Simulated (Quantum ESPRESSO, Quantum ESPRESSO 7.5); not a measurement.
**Ir(111), 5 layers: vacuum convergence**

Aim: how far one choice must go before the vacuum level and the energy of Ir(111), 5 layers stand still, and what it costs.

Method: plane-wave DFT, PBE, PseudoDojo norm-conserving pseudopotentials, in Quantum ESPRESSO 7.5.

**1. The starting structure**

The cell holds 5 atoms: 5 Ir. Cell: a = 2.715 Å, b = 2.715 Å, c = 32.868 Å, α = 90.0°, β = 90.0°, γ = 60.0°. It derives from Ir. Vacuum lies along c.

**2. Self-consistent run: 24 Å of vacuum**

The first run is the reference of the series.

File c0.in:

```
&control
  prefix = 'c0'
  outdir = './out'
  pseudo_dir = './pseudo'
  calculation = 'scf'
  tprnfor = .true.
/
&system
  ibrav = 0
  nat = 5
  ntyp = 1
  ecutwfc = 60
  ecutrho = 240
  occupations = 'smearing'
  smearing = 'mv'
  degauss = 0.02
/
&electrons
  conv_thr = 1e-07
  mixing_beta = 0.4
  electron_maxstep = 120
  mixing_mode = 'local-TF'
/
ATOMIC_SPECIES
  Ir  192.2170  Ir.dojo-sr-pbe-0.4.1-standard.upf
CELL_PARAMETERS angstrom
  2.71529003975634 0.00000000000000 0.00000000000000
  1.35764501987817 2.35151015307185 0.00000000000000
  0.00000000000000 0.00000000000000 32.86810013475265
ATOMIC_POSITIONS crystal
  Ir  0.666666666700 0.666666666700 0.365095638349
  Ir  0.000000000000 0.000000000000 0.432547819174
  Ir  0.333333333300 0.333333333300 0.500000000000
  Ir  0.666666666700 0.666666666700 0.567452180826
  Ir  0.000000000000 0.000000000000 0.634904361651
K_POINTS automatic
  12 12 1 0 0 0
```

Started as:

```bash
OMP_NUM_THREADS=1 mpirun -n 4 pw.x -nk 4 -in c0.in > c0.out
```

What it wrote:

```text
Program PWSCF v.7.5 starts
[citation notice left out]

     Parallel version (MPI & OpenMP), running on       4 processor cores
     Number of MPI processes:                 4
     Threads/MPI process:                     1

     MPI processes distributed on     1 nodes
[...]
Current dimensions of program PWSCF are:
     Max number of different atomic species (ntypx) = 10
     Max number of k-points (npk) =  40000
     Max angular momentum in pseudopotentials (lmaxx) =  4
     Message from routine setup:
     using ibrav=0 with symmetry is DISCOURAGED, use correct ibrav instead

     K-points division:     npool     =       4
     Subspace diagonalization in iterative solution of the eigenvalue problem:
     a serial algorithm will be used

     G-vector sticks info
     --------------------
     sticks:   dense  smooth     PW     G-vecs:    dense   smooth      PW
     Sum         433     433    139                89011    89011   15597

     Using Slab Decomposition

     bravais-lattice index     =            0
     lattice parameter (alat)  =       5.1312  a.u.
     unit-cell volume          =    1416.2316 (a.u.)^3
     number of atoms/cell      =            5
     number of atomic types    =            1
     number of electrons       =        85.00
     number of Kohn-Sham states=           52
     kinetic-energy cutoff     =      60.0000  Ry
     charge density cutoff     =     240.0000  Ry
     scf convergence threshold =      1.0E-07
     mixing beta               =       0.4000
     number of iterations used =            8  local-TF  mixing
     Exchange-correlation= PBE
                           (   1   4   3   4   0   0   0)

     celldm(1)=   5.131155  celldm(2)=   0.000000  celldm(3)=   0.000000
     celldm(4)=   0.000000  celldm(5)=   0.000000  celldm(6)=   0.000000

     crystal axes: (cart. coord. in units of alat)
               a(1) = (   1.000000   0.000000   0.000000 )
               a(2) = (   0.500000   0.866025   0.000000 )
               a(3) = (   0.000000   0.000000  12.104821 )

     reciprocal axes: (cart. coord. in units 2 pi/alat)
               b(1) = (  1.000000 -0.577350  0.000000 )
               b(2) = (  0.000000  1.154701  0.000000 )
               b(3) = (  0.000000  0.000000  0.082612 )

     PseudoPot. # 1 for Ir read from file:
     ./pseudo/Ir.dojo-sr-pbe-0.4.1-standard.upf
     Pseudo is Norm-conserving + core correction, Zval = 17.0
     Generated using ONCVPSP code by D. R. Hamann
     Using radial grid of 1310 points,  8 beta functions with:
                l(1) =   0
                l(2) =   0
                l(3) =   1
                l(4) =   1
                l(5) =   2
                l(6) =   2
                l(7) =   3
                l(8) =   3

     atomic species   valence    mass     pseudopotential
     Ir               17.00   192.21700     Ir( 1.00)

     12 Sym. Ops., with inversion, found ( 6 have fractional translation)

   Cartesian axes

     site n.     atom                  positions (alat units)
         1        Ir     tau(   1) = (   1.0000000   0.5773503   4.4194174  )
         2        Ir     tau(   2) = (   0.0000000   0.0000000   5.2359140  )
         3        Ir     tau(   3) = (   0.5000000   0.2886751   6.0524105  )
         4        Ir     tau(   4) = (   1.0000000   0.5773503   6.8689071  )
         5        Ir     tau(   5) = (   0.0000000   0.0000000   7.6854037  )

     number of k points=    19  Marzari-Vanderbilt smearing, width (Ry)=  0.0200
                       cart. coord. in units 2pi/alat
        k(    1) = (   0.0000000   0.0000000   0.0000000), wk =   0.0138889
        k(    2) = (   0.0000000   0.0962250   0.0000000), wk =   0.0833333
        k(    3) = (   0.0000000   0.1924501   0.0000000), wk =   0.0833333
        k(    4) = (   0.0000000   0.2886751   0.0000000), wk =   0.0833333
        k(    5) = (   0.0000000   0.3849002   0.0000000), wk =   0.0833333
        k(    6) = (   0.0000000   0.4811252   0.0000000), wk =   0.0833333
        k(    7) = (   0.0000000  -0.5773503   0.0000000), wk =   0.0416667
        k(    8) = (   0.0833333   0.1443376   0.0000000), wk =   0.0833333
        k(    9) = (   0.0833333   0.2405626   0.0000000), wk =   0.1666667
        k(   10) = (   0.0833333   0.3367877   0.0000000), wk =   0.1666667
[...]
k(   19) = (   0.3333333  -0.5773503   0.0000000), wk =   0.0277778

     Dense  grid:    89011 G-vectors     FFT dimensions: (  27,  27, 320)

     Estimated max dynamical RAM per process >     174.52 MB

     Estimated total dynamical RAM >     632.88 MB

     Initial potential from superposition of free atoms

     starting charge      84.9992, renormalised to      85.0000

     negative rho (up, down):  1.030E-05 0.000E+00
     Starting wfcs are   50 randomized atomic wfcs +    2 random wfcs

     total cpu time spent up to now is        2.7 secs

     per-process dynamical memory:   122.6 Mb

     Self-consistent Calculation

     iteration #  1     ecut=    60.00 Ry     beta= 0.40
     Davidson diagonalization with overlap
     ethr =  1.00E-02,  avg # of iterations =  5.2

     Threshold (ethr) on eigenvalues was too large:
     Diagonalizing with lowered threshold

     Davidson diagonalization with overlap
     ethr =  1.41E-04,  avg # of iterations =  5.4

     total cpu time spent up to now is       18.8 secs

     total energy              =   -1151.47027010 Ry
     estimated scf accuracy    <       0.13187748 Ry

     iteration #  2     ecut=    60.00 Ry     beta= 0.40
[...]
total energy              =   -1151.46561589 Ry
     estimated scf accuracy    <       0.08870054 Ry

     iteration #  3     ecut=    60.00 Ry     beta= 0.40
[...]
total energy              =   -1151.45571780 Ry
     estimated scf accuracy    <       0.04307550 Ry

     iteration #  4     ecut=    60.00 Ry     beta= 0.40
[...]
total energy              =   -1151.45953490 Ry
     estimated scf accuracy    <       0.00552282 Ry

     iteration #  5     ecut=    60.00 Ry     beta= 0.40
[...]
total energy              =   -1151.45941044 Ry
     estimated scf accuracy    <       0.00203009 Ry

     iteration #  6     ecut=    60.00 Ry     beta= 0.40
[...]
total energy              =   -1151.45935041 Ry
     estimated scf accuracy    <       0.00077292 Ry

     iteration #  7     ecut=    60.00 Ry     beta= 0.40
[...]
total energy              =   -1151.45926319 Ry
     estimated scf accuracy    <       0.00052487 Ry

     iteration #  8     ecut=    60.00 Ry     beta= 0.40
[...]
negative rho (up, down):  3.084E-03 0.000E+00

[...]
total energy              =   -1151.45925898 Ry
     estimated scf accuracy    <       0.00035668 Ry

     iteration #  9     ecut=    60.00 Ry     beta= 0.40
[...]
negative rho (up, down):  3.257E-03 0.000E+00

[...]
total energy              =   -1151.45924243 Ry
     estimated scf accuracy    <       0.00019564 Ry

     iteration # 10     ecut=    60.00 Ry     beta= 0.40
[...]
negative rho (up, down):  3.876E-03 0.000E+00

[...]
total energy              =   -1151.45922739 Ry
     estimated scf accuracy    <       0.00012759 Ry

     iteration # 11     ecut=    60.00 Ry     beta= 0.40
[...]
negative rho (up, down):  1.756E-03 0.000E+00

[...]
total energy              =   -1151.45920718 Ry
     estimated scf accuracy    <       0.00003308 Ry

     iteration # 12     ecut=    60.00 Ry     beta= 0.40
[...]
negative rho (up, down):  9.439E-04 0.000E+00

[...]
total energy              =   -1151.45920336 Ry
     estimated scf accuracy    <       0.00000806 Ry

     iteration # 13     ecut=    60.00 Ry     beta= 0.40
[...]
negative rho (up, down):  1.227E-04 0.000E+00

[...]
total energy              =   -1151.45920260 Ry
     estimated scf accuracy    <       0.00000118 Ry

     iteration # 14     ecut=    60.00 Ry     beta= 0.40
[...]
End of self-consistent calculation

          k = 0.0000 0.0000 0.0000 ( 11157 PWs)   bands (ev):

   -87.9497 -87.9350 -87.8992 -87.4125 -87.4125 -45.0584 -44.8067 -44.5308
   -44.4475 -44.4475 -44.4246 -44.4246 -44.3579 -44.3579 -44.0542 -44.0443
   -43.9277 -43.9277 -43.9277 -43.9277  -5.6082  -4.5415  -3.3518  -2.7481
    -2.6734   0.9499   1.0339   1.2326   1.2326   1.4035   1.4035   1.4660
     1.5104   1.5104   2.0707   2.0707   2.1239   2.1239   2.4180   3.8685
     3.8685   4.0123   4.0123   4.5615   4.5915   4.5915   5.1543   5.3838
     5.3838   5.8755   5.8755  10.1846

          k = 0.0000 0.0962 0.0000 ( 11131 PWs)   bands (ev):

   -87.9462 -87.9320 -87.8969 -87.4096 -87.4096 -45.0451 -44.8033 -44.5480
   -44.4860 -44.4593 -44.4505 -44.4346 -44.3983 -44.3659 -44.0498 -44.0423
   -43.9671 -43.9668 -43.9373 -43.9373  -5.3390  -4.2801  -3.0860  -2.4879
    -2.4026   0.6845   0.7898   1.0271   1.3641   1.3773   1.4423   1.5115
     1.5554   1.7286   1.9261   2.0386   2.1952   2.2449   2.3354   3.5414
     3.6143   3.8982   3.9925   4.0909   4.2985   4.6047   5.0842   5.3929
     5.8969   6.2688   7.1078  10.3714

          k = 0.0000 0.1925 0.0000 ( 11165 PWs)   bands (ev):

   -87.9364 -87.9240 -87.8907 -87.4018 -87.4018 -45.0092 -44.8006 -44.6301
   -44.5879 -44.5036 -44.4912 -44.4837 -44.4619 -44.3882 -44.0763 -44.0761
   -44.0376 -44.0332 -43.9634 -43.9634  -4.5927  -3.5821  -2.4093  -1.8309
    -1.7000   0.0376   0.4396   0.5392   0.7783   1.1849   1.4663   1.7445
     1.7614   1.8494   2.0731   2.1560   2.3493   2.6042   2.8471   2.9378
     3.2351   3.4866   3.6002   4.0842   4.4820   4.6285   5.4049   5.8649
     5.9483   7.4721   8.7187  10.9144

          k = 0.0000 0.2887 0.0000 ( 11111 PWs)   bands (ev):

   -87.9228 -87.9131 -87.8826 -87.3912 -87.3911 -44.9668 -44.8335 -44.7526
   -44.7311 -44.6031 -44.5338 -44.5114 -44.4990 -44.4190 -44.2160 -44.2141
   -44.0289 -44.0267 -43.9989 -43.9989  -3.5938  -2.7694  -1.8781  -1.3518
    -1.0170  -0.6504  -0.0465   0.3328   0.4797   1.0685   1.4918   1.5715
     1.8513   1.9253   2.2549   2.2967   2.6358   2.9548   3.2589   3.3036
     3.7804   3.8055   4.0885   4.3877   4.7397   4.9235   5.4096   6.0054
     6.6699   8.5559  10.1943  11.7356

          k = 0.0000 0.3849 0.0000 ( 11117 PWs)   bands (ev):

   -87.9086 -87.9021 -87.8750 -87.3805 -87.3805 -44.9795 -44.9349 -44.8789
   -44.7979 -44.6541 -44.5757 -44.5429 -44.5359 -44.4503 -44.3472 -44.3434
   -44.0343 -44.0342 -44.0207 -44.0191  -2.8381  -2.3280  -1.9578  -1.5232
    -1.2216  -1.0132  -0.5549   0.3272   0.8841   1.2879   1.4260   1.6575
     1.7083   2.4493   2.5423   2.9674   3.1066   3.5627   4.3071   4.3618
     4.4584   4.7064   5.0235   5.2223   5.2958   5.4510   5.5529   6.0763
     7.4120   9.4480  11.4208  12.7629

          k = 0.0000 0.4811 0.0000 ( 11137 PWs)   bands (ev):

   -87.8978 -87.8941 -87.8699 -87.3727 -87.3727 -45.0630 -45.0102 -44.9882
   -44.7640 -44.6859 -44.6059 -44.5785 -44.5628 -44.4735 -44.4337 -44.4234
   -44.0601 -44.0600 -44.0149 -44.0137  -2.6564  -2.4251  -2.0261  -1.8459
    -1.4836  -1.2166  -0.9135   0.1766   0.8596   1.1381   1.5060   1.8125
     2.1886   2.4139   3.3014   3.6601   4.1367   4.7119   4.8816   5.5298
     5.5963   5.6550   5.8338   6.0801   6.1987   6.2885   6.3269   6.3793
     8.1037  10.2107  11.9778  12.7179

[...]
the Fermi energy is     5.0228 ev

!    total energy              =   -1151.45920235 Ry
     estimated scf accuracy    <       0.00000006 Ry
     smearing contrib. (-TS)   =       0.00180308 Ry
     internal energy E=F+TS    =   -1151.46100543 Ry

     The total energy is F=E-TS. E is the sum of the following terms:
     one-electron contribution =  -18512.54375002 Ry
     hartree contribution      =    9254.87332252 Ry
     xc contribution           =    -218.37992455 Ry
     ewald contribution        =    8324.58934662 Ry

     convergence has been achieved in  14 iterations

     Forces acting on atoms (cartesian axes, Ry/au):

     atom    1 type  1   force =     0.00000000    0.00000000    0.00678673
     atom    2 type  1   force =    -0.00000000   -0.00000000   -0.01337132
     atom    3 type  1   force =    -0.00000000    0.00000000    0.00000000
     atom    4 type  1   force =     0.00000000    0.00000000    0.01337132
     atom    5 type  1   force =    -0.00000000   -0.00000000   -0.00678673

     Total force =     0.021206     Total SCF correction =     0.000620

[...]
=------------------------------------------------------------------------------=
   JOB DONE.
=------------------------------------------------------------------------------=
```

Run time: 2 min. Hardware: 4 MPI ranks of Arm Neoverse V1, shared host; peak memory 0.77 GiB; 8.1 min of CPU time.

This step gave:

```
free energy  : -15666.4006 eV
Fermi energy : 5.023 eV
```

The program's own clock; routines nest. Time by routine:

```
     routine  wall time (s)  calls
       PWSCF          120.6      1
   electrons          116.8      1
     c_bands           92.4     15
     cegterg          84.13     75
       h_psi          69.21    578
        fftw          62.28  21932
    vloc_psi          54.22    578
    sum_band          13.84     15
     mix_rho            9.2     15
      calbec           8.03    598
  add_vuspsi           7.54    578
h_psi:calbec           7.23    578
        ffts           6.31   1358
    init_run           2.58      1
```

The run needed 14 iterations to bring the estimated error under 1e-07 Ry; the largest force on any atom, held or free, is 0.34 eV/Å.

**3. Potential by pp.x**

plot_num = 11 writes the bare and Hartree potential. It leaves out exchange and correlation, which fade slowly, so it flattens close to the surface.

File c0.pot.in:

```
&inputpp
  prefix = 'c0'
  outdir = './out'
  filplot = 'c0.pot.dat'
  plot_num = 11
/
```

Started as:

```bash
OMP_NUM_THREADS=1 mpirun -n 4 pp.x -in c0.pot.in > c0.pot.out
```

What it wrote:

```text
[banner, memory and clock lines left out]
Program POST-PROC v.7.5 starts

          URL

     ./out/c0.save/

     IMPORTANT: XC functional enforced from input :
     Exchange-correlation= PBE
                           (   1   4   3   4   0   0   0)
     Any further DFT definition will be discarded
     Please, verify this is what you really want

     Calling punch_plot, plot_num =  11
     Writing data to file  c0.pot.dat
     Message from routine chdens:
     namelist plot not found or invalid, exiting
```

The job ended after 0.79 s (4 MPI ranks; peak memory 0.09 GiB; 2.9 s of CPU time).

This step gave:

```
potential in the middle of the vacuum, over the Fermi level : 5.531 eV
```

The potential energy, planar mean oscillates, so the rows of the table below give means over windows of 2.16 Å about each position, cut where the curve ends. Its maxima inside the range that stand out by 2 % of the span (Å: eV): 13.1: -1.79, 15.3: -1.99, 17.6: -1.99, 19.7: -1.79. Its minima: 12.0: -39.4, 14.2: -39.7, 16.4: -39.8, 18.7: -39.7, 20.9: -39.4.

Electrostatic potential energy of an electron; zero at the Fermi level. Table of potential energy, planar mean by z; means over each step:

```
z (Å)  potential energy, planar mean (eV)
 1.08                                5.53
 3.24                                5.53
 5.40                                5.53
 7.56                                5.53
 9.72                                5.00
11.88                               -17.4
14.04                               -18.3
16.20                               -18.3
18.36                               -18.3
20.52                               -17.8
22.68                                3.58
24.84                                5.53
27.00                                5.53
29.16                                5.53
31.32                                5.53
```

Inside the slab this potential holds the local part of the pseudopotentials, which can be repulsive at the nuclei; only its value in the vacuum has a meaning of its own.

**4. SCF with pw.x: 18 Å of vacuum**

File c2.in:

```
&control
  prefix = 'c2'
  outdir = './out'
  pseudo_dir = './pseudo'
  calculation = 'scf'
  tprnfor = .true.
/
&system
  ibrav = 0
  nat = 5
  ntyp = 1
  ecutwfc = 60
  ecutrho = 240
  occupations = 'smearing'
  smearing = 'mv'
  degauss = 0.02
/
&electrons
  conv_thr = 1e-07
  mixing_beta = 0.4
  electron_maxstep = 120
  mixing_mode = 'local-TF'
/
ATOMIC_SPECIES
  Ir  192.2170  Ir.dojo-sr-pbe-0.4.1-standard.upf
CELL_PARAMETERS angstrom
  2.71529003975634 0.00000000000000 0.00000000000000
  1.35764501987817 2.35151015307185 0.00000000000000
  0.00000000000000 0.00000000000000 26.86810013475265
ATOMIC_POSITIONS crystal
  Ir  0.666666666700 0.666666666700 0.334969720779
  Ir  0.000000000000 0.000000000000 0.417484860389
  Ir  0.333333333300 0.333333333300 0.500000000000
  Ir  0.666666666700 0.666666666700 0.582515139611
  Ir  0.000000000000 0.000000000000 0.665030279221
K_POINTS automatic
  12 12 1 0 0 0
```

Started as:

```bash
OMP_NUM_THREADS=1 mpirun -n 4 pw.x -nk 4 -in c2.in > c2.out
```

What it wrote:

```text
[banner, memory and clock lines left out]
Program PWSCF v.7.5 starts
[...]
Message from routine setup:
[...]
number of electrons       =        85.00
     number of Kohn-Sham states=           52
     kinetic-energy cutoff     =      60.0000  Ry
     charge density cutoff     =     240.0000  Ry
[...]
number of k points=    19  Marzari-Vanderbilt smearing, width (Ry)=  0.0200
[...]
Dense  grid:    72767 G-vectors     FFT dimensions: (  27,  27, 256)
[...]
negative rho (up, down):  9.353E-06 0.000E+00
     Starting wfcs are   50 randomized atomic wfcs +    2 random wfcs
[...]
negative rho (up, down):  2.783E-08 0.000E+00
[...]
estimated scf accuracy    <       0.13202946 Ry
[...]
estimated scf accuracy    <       0.08760607 Ry
[...]
estimated scf accuracy    <       0.04183173 Ry
[...]
estimated scf accuracy    <       0.00533667 Ry
[...]
estimated scf accuracy    <       0.00200350 Ry
[...]
estimated scf accuracy    <       0.00071656 Ry
[...]
estimated scf accuracy    <       0.00045706 Ry
[...]
negative rho (up, down):  2.448E-03 0.000E+00
[...]
estimated scf accuracy    <       0.00024812 Ry
[...]
negative rho (up, down):  2.079E-03 0.000E+00
[...]
estimated scf accuracy    <       0.00007884 Ry
[...]
negative rho (up, down):  1.028E-03 0.000E+00
[...]
estimated scf accuracy    <       0.00003022 Ry
[...]
negative rho (up, down):  2.424E-04 0.000E+00
[...]
estimated scf accuracy    <       0.00000229 Ry
[...]
negative rho (up, down):  6.348E-05 0.000E+00
[...]
estimated scf accuracy    <       0.00000085 Ry
[...]
the Fermi energy is     7.3802 ev
!    total energy              =   -1151.45920861 Ry
     estimated scf accuracy    <       0.00000003 Ry
     smearing contrib. (-TS)   =       0.00180259 Ry
     internal energy E=F+TS    =   -1151.46101120 Ry
[...]
one-electron contribution =  -12007.77156732 Ry
     hartree contribution      =    6009.85086947 Ry
     xc contribution           =    -218.37943815 Ry
     ewald contribution        =    5064.83912480 Ry
     convergence has been achieved in  13 iterations
[...]
Total force =     0.021027     Total SCF correction =     0.000914
[...]
```

It took 89 s on 4 MPI ranks; peak memory 0.66 GiB.

This step gave:

| Property | Result |
| --- | --- |
| Fermi energy | 7.380 eV |

The program's own clock; routines nest. Time by routine:

```
     routine  wall time (s)  calls
       PWSCF          88.09      1
   electrons          85.02      1
     c_bands           68.6     14
     cegterg          61.37     70
       h_psi          49.42    520
        fftw          42.57  20930
    vloc_psi          37.62    520
    sum_band            9.3     14
      calbec           6.33    540
     mix_rho           6.13     14
  add_vuspsi           5.92    520
h_psi:calbec            5.7    520
        ffts           4.11   1194
    init_run           2.09      1
```

**5. Electrostatic potential**

File c2.pot.in:

```
&inputpp
  prefix = 'c2'
  outdir = './out'
  filplot = 'c2.pot.dat'
  plot_num = 11
/
```

Started as:

```bash
OMP_NUM_THREADS=1 mpirun -n 4 pp.x -in c2.pot.in > c2.pot.out
```

Wall time 0.75 s (4 MPI ranks); peak memory 0.1 GiB.

Read from the output:

* potential in the middle of the vacuum, over the Fermi level: 5.529 eV

Counted from each run's own zero (the Fermi level), the vacuum level differs from the first run's by -1 meV.

[end of part 1 of 2]

[Logs are printed without paths, hosts, clocks, repeated set-up lines and the standing remarks that a program may print on its own settings, such as how far it seeks lower states.]

[Hosts, paths, dates, database ids (printed as entryN), source tags and the programs' standing remarks are cut or masked in the printed files.]

[Maps of the electrostatic potential energy from Ansatz leave out the sawtooth potential of an applied field or a dipole correction, so their vacuum need not be flat; planar profiles and work functions include it.]
